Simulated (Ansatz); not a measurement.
# TaCu3Se3O: complex band structure

Aim: relax a made-up compound, TaCu3Se3O, and see how good a tunnel barrier it would be. It is built by putting O for S in the TaCu3Se3S structure of space group R3m, with the volume rescaled by atomic radii. The parent structure comes from the Materials Project.

Method: r2SCAN DFT, plane waves, PAW files, in the first sound run; inputs show where later runs differ, in Ansatz 0.2.0.

The structure was built from a prototype and need not be the compound's stable phase.

## Step 1: The starting structure

The structure is trigonal, space group R3m (No. 160). Conventional cell: a = 7.823 Å, b = 7.823 Å, c = 9.733 Å, α = 90.00°, β = 90.00°, γ = 120.00°. Ta has 1 O at 2.28 Å and 3 Se at 2.41 Å nearest. Cu has 1 O at 2.30 Å and 3 Se at 2.43 to 2.45 Å nearest. Nearest to Se lie 1 Ta at 2.41 Å and 3 Cu at 2.43 to 2.45 Å. Nearest to O lie 1 Ta at 2.28 Å and 3 Cu at 2.30 Å. It derives from TaCu3Se3S. O for S in the TaCu3Se3S structure of space group R3m. Farther neighbours and most contacts between anions are not listed.

Structure file:

```cif
data_structure
_symmetry_space_group_name_H-M 'P 1'
_symmetry_Int_Tables_number 1
_cell_length_a 5.5613
_cell_length_b 5.5613
_cell_length_c 5.5613
_cell_angle_alpha 89.399
_cell_angle_beta 89.399
_cell_angle_gamma 89.399
_cell_volume 171.97
loop_
_atom_site_label
_atom_site_type_symbol
_atom_site_fract_x
_atom_site_fract_y
_atom_site_fract_z
_atom_site_occupancy
Ta1 Ta 0.99953 0.99953 0.99953 1
Cu2 Cu 0.49765 0.00630 0.00630 1
Cu3 Cu 0.00630 0.49765 0.00630 1
Cu4 Cu 0.00630 0.00630 0.49765 1
Se5 Se 0.75034 0.75034 0.25581 1
Se6 Se 0.75034 0.25581 0.75034 1
Se7 Se 0.25581 0.75034 0.75034 1
O8 O 0.23372 0.23372 0.23372 1
```

## Step 2: Relaxing the new crystal

The substituted atoms don't fit the parent's cell, so cell and atoms relax together. A small smearing keeps the run stable in case the gap closes on the way.

input.yaml reads:

```yaml
crystal:
  lattice:
    - [3.9117077712, 2.2584255347, 3.2443202274]
    - [-3.9117077712, 2.2584255347, 3.2443202274]
    - [0.0, -4.5168510694, 3.2443202274]
  atoms:
    - { symbol: Ta, position: [0.99953, 0.99953, 0.99953] }
    - { symbol: Cu, position: [0.497648, 0.0063, 0.0063] }
    - { symbol: Cu, position: [0.0063, 0.497648, 0.0063] }
    - { symbol: Cu, position: [0.0063, 0.0063, 0.497648] }
    - { symbol: Se, position: [0.750344, 0.750344, 0.25581] }
    - { symbol: Se, position: [0.750344, 0.25581, 0.750344] }
    - { symbol: Se, position: [0.25581, 0.750344, 0.750344] }
    - { symbol: O, position: [0.233723, 0.233723, 0.233723] }
kpoints:
  mp_grid: { grid: [4, 4, 4] }
scf:
  occupations: { method: gaussian, width: 0.03 }
hamiltonian:
  xc: r2scan
output:
  forces: true
  stress: true
relax:
  f_tol: 0.02
  max_steps: 60
  cell: {}
```

Started as:

```
$ ansatz run input.yaml --threads 2 --pin off --max-ram 4096MiB --backend cpu --events-out ev --progress --plain --runs-dir out
```

Numbers of over 12 decimals in the logs are rounded to 6 here.

The log of the run:

```text
Engine: ansatz 0.2.0, aarch64-unknown-linux-gnu
Pseudopotentials: kind: paw
Pseudopotential: Ta, paw, valence charge 13, recommended cutoff 500 eV (meta_gga), Ta.paw.azcp
Pseudopotential: Cu, paw, valence charge 19, recommended cutoff 500 eV (meta_gga), Cu.paw.azcp
Pseudopotential: Se, paw, valence charge 16, recommended cutoff 500 eV (meta_gga), Se.paw.azcp
Pseudopotential: O, paw, valence charge 6, recommended cutoff 500 eV (meta_gga), O.paw.azcp
Functional definition: r2SCAN
  parameter k0 = 0.174
  parameter k1 = 0.065
  parameter a1 = 4.9479
  exchange = r2scan_x(k0 = k0, k1 = k1, a1 = a1)
  correlation = r2scan_c
Crystal: 8 atoms, lattice volume = 171.968 Å³
Basis set: ecut = 500 eV, 4385 PW (Γ), exchange–correlation on 180×180×180 points (64 copies of the dense FFT grid, shifted against one another)
Bands: 75, of which v1, the nominal top of the filled ones, is band 62 counted from 1 (61 counted from 0)
Symmetry: 6 space group operations
Space group: R3m (ITA 160), of the structure as read, at distance tolerance 5.6e-5 Å
k-points: 13 of 64 (time reversal used)
Non-local potential: Ta, projectors of the file, l = 0: 3, l = 1: 2, l = 2: 2, l = 3: 1
Non-local potential: Cu, projectors of the file, l = 0: 3, l = 1: 2, l = 2: 3, l = 3: 1
Non-local potential: Se, projectors of the file, l = 0: 2, l = 1: 2, l = 2: 3, l = 3: 1
Non-local potential: O, projectors of the file, l = 0: 2, l = 1: 2, l = 2: 1
PAW form: soft (Blöchl's): semilocal exchange-correlation on the pseudo side does not see the compensation charge
PAW frozen core: Ta, regenerated for the run's functional (the file was generated under x = pbe(κ = 0.804, μ = 0.219515), c = pbe(β = 0.066725))
PAW frozen core: Cu, regenerated for the run's functional (the file was generated under x = pbe(κ = 0.804, μ = 0.219515), c = pbe(β = 0.066725))
PAW frozen core: Se, regenerated for the run's functional (the file was generated under x = pbe(κ = 0.804, μ = 0.219515), c = pbe(β = 0.066725))
PAW frozen core: O, regenerated for the run's functional (the file was generated under x = pbe(κ = 0.804, μ = 0.219515), c = pbe(β = 0.066725))
PAW one-centre angular grid: Ta, 590 points (default); XC on 160 Gauss nodes
PAW one-centre angular grid: Cu, 590 points (default); XC on 160 Gauss nodes
PAW one-centre angular grid: Se, 590 points (default); XC on 160 Gauss nodes
PAW one-centre angular grid: O, 302 points (default); XC on 160 Gauss nodes
Initial density: superposition of atomic densities (neutral atoms: chi_scale 0, normalization atom), corrected by the library's trained network
Initial wavefunctions: pseudopotential atomic-orbital guess
Functional: x = r2scan, c = r2scan; τ floored in thin density (d = 2e-4 eV/Å³)
SCF iter   1: F=—  HF=-46842.865697 eV  |F-HF|=—  |Δ(HF+E_count)|=         —  Δρ=2.58e-2  dr2=8.45e-1  dr2_τ=5.94e-2  ethr=1.77e-3  ⟨swp⟩=6.5  Hψ=3585  notcnv=0  defer=9
preconditioner: auto → Resta (q_TF=auto, 2.584 Å⁻¹)  ε∞=6.8  [insulator: Δε(μ)=1.798 eV  Ē_g=9.260 eV  σ=0.030 eV  W_gap=1.00  n_scr=56 (ndim 8)  ℏωp=22.3 eV  f_vac=0.211  D(μ)=0.00/eV (n_scr^D=0)  ε∞_Penn≈6.8]
SCF iter   2: F=—  HF=-46842.905845 eV  |F-HF|=—  |Δ(HF+E_count)|=   4.01e-2  Δρ=2.08e-2  dr2=4.97e-1  dr2_τ=2.39e-2  ethr=6.81e-4  ⟨swp⟩=2.4  Hψ=1675  notcnv=0  defer=84
SCF iter   3: F=—  HF=-46842.791432 eV  |F-HF|=—  |Δ(HF+E_count)|=   1.14e-1  Δρ=6.24e-3  dr2=4.82e-2  dr2_τ=7.76e-4  ethr=4.01e-4  ⟨swp⟩=2.0  Hψ=1299  notcnv=0  defer=45
automatic band count: iteration 3 solves 72 bands in place of 75: the levels show a gap, and the empty bands left out lie too high to hold charge; the band table lists the bands solved (type scf.n_extra_bands for more)
SCF iter   4: F=—  HF=-46842.785773 eV  |F-HF|=—  |Δ(HF+E_count)|=   5.66e-3  Δρ=1.35e-3  dr2=4.41e-3  dr2_τ=5.48e-4  ethr=3.89e-5  ⟨swp⟩=2.5  Hψ=1365  notcnv=0  defer=45
SCF iter   5: F=—  HF=-46842.785481 eV  |F-HF|=—  |Δ(HF+E_count)|=   2.92e-4  Δρ=8.82e-4  dr2=1.22e-3  dr2_τ=4.20e-5  ethr=3.55e-6  ⟨swp⟩=2.0  Hψ=1285  notcnv=0  defer=45
SCF iter   6: F=—  HF=-46842.785824 eV  |F-HF|=—  |Δ(HF+E_count)|=   3.43e-4  Δρ=3.93e-4  dr2=4.11e-4  dr2_τ=2.44e-5  ethr=9.87e-7  ⟨swp⟩=2.0  Hψ=1294  notcnv=0  defer=45
SCF iter   7: F=—  HF=-46842.785800 eV  |F-HF|=—  |Δ(HF+E_count)|=   2.34e-5  Δρ=2.45e-4  dr2=9.67e-5  dr2_τ=8.21e-7  ethr=3.32e-7  ⟨swp⟩=2.0  Hψ=1528  notcnv=0  defer=45
SCF iter   8: F=—  HF=-46842.785742 eV  |F-HF|=—  |Δ(HF+E_count)|=   5.85e-5  Δρ=4.93e-5  dr2=6.29e-6  dr2_τ=1.12e-7  ethr=7.80e-8  ⟨swp⟩=2.0  Hψ=1176  notcnv=0  defer=45
SCF iter   9: F=—  HF=-46842.785745 eV  |F-HF|=—  |Δ(HF+E_count)|=   3.26e-6  Δρ=1.58e-5  dr2=1.11e-6  dr2_τ=7.73e-8  ethr=5.07e-9  ⟨swp⟩=2.0  Hψ=1480  notcnv=0  defer=45
SCF iter  10: F=—  HF=-46842.785745 eV  |F-HF|=—  |Δ(HF+E_count)|=   2.78e-7  Δρ=1.22e-5  dr2=3.79e-7  dr2_τ=2.77e-8  ethr=8.96e-10  ⟨swp⟩=2.0  Hψ=1290  notcnv=0  defer=45
SCF iter  11: F=—  HF=-46842.785746 eV  |F-HF|=—  |Δ(HF+E_count)|=   1.48e-7  Δρ=2.50e-5  dr2=7.26e-7  dr2_τ=4.46e-9  ethr=3.06e-10  ⟨swp⟩=2.0  Hψ=1658  notcnv=0  defer=45
SCF iter  12: F=-46842.785745 eV  HF=-46842.785746 eV  |F-HF|=3.44e-8  |Δ(HF+E_count)|=   1.23e-7  Δρ=7.14e-6  dr2=6.91e-8  dr2_τ=1.63e-9  ethr=8.06e-11  ⟨swp⟩=3.0  Hψ=3553  notcnv=0
SCF 1 converged in 12 iterations: F = -46842.785745 eV  dr2 = 6.91e-8
  greatest PAW one-centre occupation: 1.000 electrons in one spin orbital (limit 2), on the Cu atom at site 3 (counted from 0), in its partial waves of l = 0
relax step   1: F+E_penalty+E_count = -46842.78574548 eV  Δ(F+E_penalty+E_count) = +0.000e0 eV  max|allowed force component| = 4.841e0 eV/Å  Δτ_max = 0.0000 Å  P = -3.427 GPa  Ω = 171.968 Å³  (12 SCF iters, dr2 threshold 1.00e-7 eV, accepted)
Crystal: 8 atoms, lattice volume = 169.752 Å³
Basis set: ecut = 500 eV, 4355 PW (Γ), exchange–correlation on 180×180×180 points (64 copies of the dense FFT grid, shifted against one another)
Initial density: handed on by an earlier stage of this run
Initial wavefunctions: those handed on with the density
iter 1 solved again at ethr=1.46e-4 eV; its pass at ethr=3.10e-3 eV (dr2=1.81e-1 eV) is discarded
SCF iter   1: F=—  HF=-46843.493503 eV  |F-HF|=—  |Δ(HF+E_count)|=         —  Δρ=1.37e-2  dr2=1.82e-1  dr2_τ=2.68e0  ethr=1.46e-4  ⟨swp⟩=2.2  Hψ=3991  notcnv=0
automatic band count: iteration 1 solves 72 bands in place of 75: the levels show a gap, and the empty bands left out lie too high to hold charge; the band table lists the bands solved (type scf.n_extra_bands for more)
[...]
SCF iter   8: F=—  HF=-46843.946410 eV  |F-HF|=—  |Δ(HF+E_count)|=   9.76e-6  Δρ=3.32e-5  dr2=2.42e-6  dr2_τ=1.79e-7  ethr=1.20e-8  ⟨swp⟩=2.0  Hψ=1301  notcnv=0  defer=38
SCF iter   9: F=-46843.946412 eV  HF=-46843.946412 eV  |F-HF|=1.10e-7  |Δ(HF+E_count)|=   1.53e-6  Δρ=1.41e-5  dr2=3.85e-7  dr2_τ=8.16e-9  ethr=6.45e-10  ⟨swp⟩=4.7  Hψ=3271  notcnv=0
SCF 3 converged in 9 iterations: F = -46843.946412 eV  dr2 = 3.85e-7
relax step   3: F+E_penalty+E_count = -46843.94641191 eV  Δ(F+E_penalty+E_count) = +1.163e-1 eV  max|allowed force component| = 5.425e0 eV/Å  Δτ_max = 0.1948 Å  P = +3.986 GPa  Ω = 169.768 Å³  energy of the carried Pulay correction = +5.748e-4 eV  (9 SCF iters, dr2 threshold 8.00e-7 eV, rejected (line search))
[...]
relax step   4: F+E_penalty+E_count = -46844.22540771 eV  Δ(F+E_penalty+E_count) = -1.627e-1 eV  max|allowed force component| = 1.117e0 eV/Å  Δτ_max = 0.0948 Å  P = -0.339 GPa  Ω = 169.574 Å³  energy of the carried Pulay correction = +6.257e-4 eV  (15 SCF iters, accepted)
[...]
relax step   5: F+E_penalty+E_count = -46844.29119943 eV  Δ(F+E_penalty+E_count) = -6.579e-2 eV  max|allowed force component| = 6.014e-1 eV/Å  Δτ_max = 0.0974 Å  P = +0.532 GPa  Ω = 170.765 Å³  energy of the carried Pulay correction = +3.132e-4 eV  (9 SCF iters, dr2 threshold 8.00e-7 eV, accepted)
[...]
relax step   6: F+E_penalty+E_count = -46844.30773210 eV  Δ(F+E_penalty+E_count) = -1.653e-2 eV  max|allowed force component| = 4.742e-2 eV/Å  Δτ_max = 0.0207 Å  P = +0.092 GPa  Ω = 171.007 Å³  energy of the carried Pulay correction = +2.500e-4 eV  (8 SCF iters, dr2 threshold 8.00e-7 eV, accepted)
[...]
relax step   7: F+E_penalty+E_count = -46844.30839323 eV  Δ(F+E_penalty+E_count) = -6.611e-4 eV  max|allowed force component| = 2.972e-2 eV/Å  Δτ_max = 0.0043 Å  P = -0.109 GPa  Ω = 171.372 Å³  energy of the carried Pulay correction = +1.551e-4 eV  (8 SCF iters, dr2 threshold 1.41e-7 eV, accepted)
[...]
relax step   8: F+E_penalty+E_count = -46844.30956058 eV  Δ(F+E_penalty+E_count) = -1.167e-3 eV  max|allowed force component| = 2.160e-2 eV/Å  Δτ_max = 0.0107 Å  P = -0.025 GPa  Ω = 170.801 Å³  energy of the carried Pulay correction = +3.040e-4 eV  (8 SCF iters, dr2 threshold 5.67e-8 eV, accepted)
[...]
relax step   9: F+E_penalty+E_count = -46844.30983879 eV  Δ(F+E_penalty+E_count) = -2.782e-4 eV  max|allowed force component| = 7.547e-3 eV/Å  Δτ_max = 0.0078 Å  P = -0.003 GPa  Ω = 170.675 Å³  energy of the carried Pulay correction = +3.369e-4 eV  (8 SCF iters, dr2 threshold 2.92e-8 eV, accepted)
Initial wavefunctions: pseudopotential atomic-orbital guess (no wavefunctions were taken with the density)
iter 1 solved again at ethr=1.52e-7 eV; its pass at ethr=3.10e-3 eV (dr2=1.89e-4 eV) is discarded
SCF iter   1: F=—  HF=-46844.308620 eV  |F-HF|=—  |Δ(HF+E_count)|=         —  Δρ=1.83e-4  dr2=2.11e-6  dr2_τ=6.66e-6  ethr=1.52e-7  ⟨swp⟩=3.5  Hψ=6154  notcnv=0
preconditioner: auto → Resta (q_TF=auto, 2.587 Å⁻¹)  ε∞=6.8  [insulator: Δε(μ)=1.539 eV  Ē_g=9.333 eV  σ=0.030 eV  W_gap=1.00  n_scr=56 (ndim 8)  ℏωp=22.4 eV  f_vac=0.211  D(μ)=0.00/eV (n_scr^D=0)  ε∞_Penn≈6.8]
SCF iter   2: F=—  HF=-46844.309681 eV  |F-HF|=—  |Δ(HF+E_count)|=   1.06e-3  Δρ=9.36e-5  dr2=5.98e-7  dr2_τ=6.01e-6  ethr=1.71e-9  ⟨swp⟩=3.0  Hψ=1805  notcnv=0
SCF iter   3: F=—  HF=-46844.309779 eV  |F-HF|=—  |Δ(HF+E_count)|=   9.84e-5  Δρ=3.30e-5  dr2=1.11e-6  dr2_τ=5.18e-8  ethr=4.82e-10  ⟨swp⟩=3.0  Hψ=1861  notcnv=0  recentre
SCF iter   4: F=—  HF=-46844.309779 eV  |F-HF|=—  |Δ(HF+E_count)|=   4.04e-7  Δρ=3.11e-6  dr2=5.57e-9  dr2_τ=3.41e-9  ethr=4.82e-10  ⟨swp⟩=2.0  Hψ=1742  notcnv=0
SCF iter   5: F=—  HF=-46844.309779 eV  |F-HF|=—  |Δ(HF+E_count)|=   5.68e-8  Δρ=1.27e-6  dr2=1.44e-9  dr2_τ=3.59e-10  ethr=4.50e-12  ⟨swp⟩=2.0  Hψ=1378  notcnv=0
SCF iter   6: F=—  HF=-46844.309779 eV  |F-HF|=—  |Δ(HF+E_count)|=  9.31e-10  Δρ=6.36e-7  dr2=6.59e-10  dr2_τ=7.03e-11  ethr=1.17e-12  ⟨swp⟩=2.0  Hψ=1376  notcnv=0
SCF iter   7: F=—  HF=-46844.309779 eV  |F-HF|=—  |Δ(HF+E_count)|=  1.09e-10  Δρ=2.10e-7  dr2=1.23e-10  dr2_τ=1.11e-11  ethr=1.00e-12  ⟨swp⟩=2.0  Hψ=1169  notcnv=0
SCF iter   8: F=-46844.309779 eV  HF=-46844.309779 eV  |F-HF|=2.18e-11  |Δ(HF+E_count)|=  1.53e-10  Δρ=1.56e-7  dr2=5.00e-11  dr2_τ=1.27e-12  ethr=1.00e-12  ⟨swp⟩=4.4  Hψ=3046  notcnv=0
SCF 10 converged in 8 iterations: F = -46844.309779 eV  dr2 = 5.00e-11
relax step  10: F+E_penalty+E_count = -46844.30977946 eV  Δ(F+E_penalty+E_count) = +5.933e-5 eV  max|allowed force component| = 7.856e-3 eV/Å  Δτ_max = 0.0000 Å  P = -0.001 GPa  Ω = 170.675 Å³  stress off target by 3.99e-3 GPa  SCF on the basis re-selected at this cell (its energy is not comparable with the rows above)  (8 SCF iters)
basis re-selected at this cell: Δ(F+E_penalty+E_count) = +5.933e-5 eV, ΔP = +0.002 GPa vs the last step (what re-selecting the basis moved, of the pressure what is left beyond the Pulay correction that the steps carried, after the strain that the cell walked since its last selection, with what the two solves' SCF thresholds leave and, on support functions, any second-order correction that the steps lacked; it is no m [...]
SCF converged after 8 iterations
Free energy (F): -46844.309779 eV
Harris-Foulkes:  -46844.309779 eV  (|F-HF|=2.18e-11)
Internal energy: -46844.309779 eV  (E = F + TS)
E sigma→0 (E₀):  -46844.309779 eV
Fermi energy:    8.854288 eV
--- Per-component energies (eV) ---
  E_band       = -3069.101453
  E_kinetic    = 1796.092194
  E_local      = -27507.597071  (includes V_loc(G=0)·N_el)
  E_nonlocal   = -506.386192
  E_hartree    = 12578.444967
  E_xc         = -818.714097
  E_vxc        = -1010.876264  (∫ρ·V_xc dr)
  E_paw        = -19417.947879  (= ΣΔE_a)
  E_vpaw       = -1057.153508  (= ΣTr[D̂ρ^β])
  E_aug_tail   = 0.000946  (compensation charges beyond the density's cutoff)
  E_vtau       = 59.927442  (kinetic-family band-sum trace: ∫τ·v_τ [+ j·A + Jᵃ·Aᵃ] dr)
  E_ewald      = -12961.216791
  E_core_change = -6.985856  (= ΣΔE_core)
  E_smearing   = -0.000000  (= −TS)
  E_closure    = -0.000000  (closes the sum)
  Σ components = -46844.309779   (vs F -46844.309779, Δ=0.00e0)
--- Forces (eV/Å), atoms counted from 1 ---
  atom   1  Ta     0.00000000    -0.00000000    -0.00193953
  atom   2  Cu     0.00284458     0.00164232     0.00679822
  atom   3  Cu    -0.00284458     0.00164232     0.00679822
  atom   4  Cu    -0.00000000    -0.00328464     0.00679822
  atom   5  Se    -0.00000000    -0.00326821    -0.00353270
  atom   6  Se    -0.00283035     0.00163410    -0.00353270
  atom   7  Se     0.00283035     0.00163410    -0.00353270
  atom   8  O      0.00000000     0.00000000    -0.00785567
  max |Σ_I F_I| component: 1.35e-6 eV/Å
--- Stress (GPa, compression-positive) ---
        0.001064       0.000000      -0.000000
        0.000000       0.001064       0.000000
       -0.000000       0.000000      -0.003992
  P = ⅓ Tr σ = -0.0006 GPa (-0.006 kbar)
--- Relaxed structure (9 steps of the walk, 8 accepted, 1 SCFs on fresh bases) ---
  F+E_penalty+E_count = -46844.30977946 eV   max|allowed force component| = 7.856e-3 eV/Å   (the final SCF, on the basis selected at the relaxed cell)
  cell:  # Å, volume = 170.6747 Å³
    - [3.825060, 2.208400, 3.367456]
    - [-3.825060, 2.208400, 3.367456]
    - [7.685249180786656e-18, -4.416799, 3.367456]
  atoms:
    - { symbol: Ta, position: [1.008045, 1.008045, 1.008045] }
    - { symbol: Cu, position: [0.506633, 0.00598786, 0.00598786] }
    - { symbol: Cu, position: [0.00598786, 0.506633, 0.00598786] }
    - { symbol: Cu, position: [0.00598786, 0.00598786, 0.506633] }
    - { symbol: Se, position: [0.752677, 0.752677, 0.277236] }
    - { symbol: Se, position: [0.752677, 0.277236, 0.752677] }
    - { symbol: Se, position: [0.277236, 0.752677, 0.752677] }
    - { symbol: O, position: [0.190756, 0.190756, 0.190756] }
```

Run time: 2.7 min. Hardware: 2 threads of Arm Neoverse V2, shared host; peak memory 0.86 GiB.

Step by step:

| step | energy less that of the first step (eV) | largest force component (eV/Å) | pressure (GPa) | volume (Å³) |
| --- | --- | --- | --- | --- |
| 1 | 0.0000 | 4.8408 | -3.43 | 171.97 |
| 2 | -1.2770 | 2.3873 | -1.18 | 169.75 |
| 3 | -1.1607 | 5.4248 | 3.99 | 169.77 |
| 4 | -1.4397 | 1.1171 | -0.34 | 169.57 |
| 5 | -1.5055 | 0.6014 | 0.53 | 170.77 |
| 6 | -1.5220 | 0.0474 | 0.09 | 171.01 |
| 7 | -1.5226 | 0.0297 | -0.11 | 171.37 |
| 8 | -1.5238 | 0.0216 | -0.03 | 170.80 |
| 9 | -1.5241 | 0.0075 | 0.00 | 170.67 |
| 10* | -1.5240 | 0.0079 | 0.00 | 170.67 |

Relaxation steps marked * repeat the geometry before them on a plane-wave basis chosen anew for their cell, so energy and pressure can jump there. Relaxation step 3 was tried and not accepted.

The run keeps the 6 symmetry operations that it works with, so distortions that break them were not tested.

| conventional cell, symmetrised | before | after | change |
| --- | --- | --- | --- |
| a (Å) | 7.823 | 7.650 | -2.2 % |
| b (Å) | 7.823 | 7.650 | -2.2 % |
| c (Å) | 9.733 | 10.102 | +3.8 % |
| volume (Å³/atom) | 21.50 | 21.33 | -0.8 % |

The atoms that moved most (Å, as changes of fractional coordinates times the final cell):

| atom | dx | dy | dz | length |
| --- | --- | --- | --- | --- |
| O8 | 0.000 | 0.000 | -0.434 | 0.434 |
| Se5 | 0.000 | -0.084 | 0.088 | 0.122 |
| Se7 | 0.073 | 0.042 | 0.088 | 0.122 |
| Se6 | -0.073 | 0.042 | 0.088 | 0.122 |
| Ta1 | 0.000 | 0.000 | 0.086 | 0.086 |
| Cu4 | 0.000 | -0.041 | 0.028 | 0.050 |
| Cu3 | -0.036 | 0.021 | 0.028 | 0.050 |
| Cu2 | 0.036 | 0.021 | 0.028 | 0.050 |

Numbers from this step:

| Property | Result |
| --- | --- |
| free energy | -46844.3098 eV |
| Fermi energy | 8.854 eV |
| pressure | -6.22e-4 GPa |

The largest force component on a free atom ends at 0.0079 eV/Å.

(Part 1 of 3 ends here.)

[Logs are printed without paths, hosts, clocks, repeated set-up lines and the standing remarks that a program may print on its own settings, such as how far it seeks lower states.]

[Hosts, paths, dates, database ids (printed as entryN), source tags and the programs' standing remarks are cut or masked in the printed files.]
